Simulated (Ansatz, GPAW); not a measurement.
# Polarising 1T-TiSTe 3 layers, AA with a field along the normal

The dipole of the cell at several fields, atoms fixed. What does the strongest field give, and what length does the slope stand for?

Set-up. GPAW 26.7.0, plane waves (400 eV), PAW setups, PBE, 9×9 mesh, a dipole layer in the vacuum; geometry relaxed without an applied field with Ansatz 0.2.0. The cell's area is 10.75 Å², and e/ε0 = 180.95 V Å.

The runs, one held back:

```tsv
field (V/Å)	dipole (e Å)
−0.2	−0.2422
−0.1	−0.1373
−0.05	−0.0849
0.05	0.0200
0.1	0.0724
0.2	0.1774
0.3	?
```

**Question.** What is the dipole at 0.3 V/Å?

**Working.** A line through the 6 points has the slope α = 1.049 e Å per V/Å and the intercept p₀ = −0.0324 e Å (r.m.s. residual 3.5e−05). At 0.3 V/Å it gives p = −0.0324 + 1.049 × 0.3 = 0.2822 e Å; the run gives 0.2822 e Å, so the response stays linear to 0.0 % of the induced part. Dividing by ε0 and the area: α/(ε0 A) = 1.049 × 180.95 / 10.75 = 17.65 Å, against 15.40 Å between the outer nuclei.

Caveats: This is the electronic response alone; ions that move would add to it in polar layers. No run was spin-polarised, so magnetic states weren't tested. Spin-orbit coupling is left out, which matters for the heavier atoms here.

[Logs are printed without paths, hosts, clocks, repeated set-up lines and the standing remarks that a program may print on its own settings, such as how far it seeks lower states.]
